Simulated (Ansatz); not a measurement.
# TiCo: which shell does photoemission see at 21.2 and 150 eV? (PBEsol)

The valence band of TiCo mixes several shells. Work out by hand which one leads the spectrum's area at each photon energy.

Filled states come from the projected DOS of Ansatz 0.2.0 (PBEsol, plane waves); cross sections σ and asymmetry parameters β are those of free atoms in a Dirac–Hartree–Slater calculation. A shell's area is states × σ × angular factor, which is 1 + β·P₂(cos θ) for linear light, with θ = 0° from the polarisation and P₂ = 1.000.

**At 21.2 eV** (states counted from 11.2 eV below the zero; other shells add 0.4 to the products' sum of 13.3):

| shell | filled states a cell | cross section (Mb an electron) | β | angular factor | product | share by hand (%) | share in the simulated spectrum (%) |
| --- | --- | --- | --- | --- | --- | --- | --- |
| Co 3d | 7.87 | 0.697 | -0.20 | 0.80 | 4.39 | 33 | 33 |
| Ti 3p | 0.00 | 0 | 0.00 | 1.00 | 0 | 0 | 0 |
| Ti 3d | 2.88 | 2.54 | 0.16 | 1.16 | 8.49 | 64 | 64 |

**At 150 eV** (states counted from 34.9 eV below the zero; other shells add 0.08 to the products' sum of 10.1):

| shell | filled states a cell | cross section (Mb an electron) | β | angular factor | product | share by hand (%) | share in the simulated spectrum (%) |
| --- | --- | --- | --- | --- | --- | --- | --- |
| Co 3d | 7.88 | 0.416 | 0.98 | 1.98 | 6.5 | 64 | 64 |
| Ti 3p | 5.94 | 0.179 | 1.35 | 2.35 | 2.5 | 25 | 25 |
| Ti 3d | 2.89 | 0.164 | 1.21 | 2.21 | 1.05 | 10 | 10 |

Ti 3d leads at 21.2 eV and Co 3d at 150 eV. Between the two energies σ of Ti 3d changes by a factor 0.065 and that of Co 3d by 0.60, so their ratio moves 9.2-fold in favour of the second. The simulated spectrum uses the same rule on the energy-resolved DOS, so the two share columns agree within a few points.

Only crystals where the two columns agree within 4 points and the lead is clear are worked in this form. Free-atom cross sections ignore the solid's final states, no escape depth or background enters, and the count of states a shell hangs on the projection.
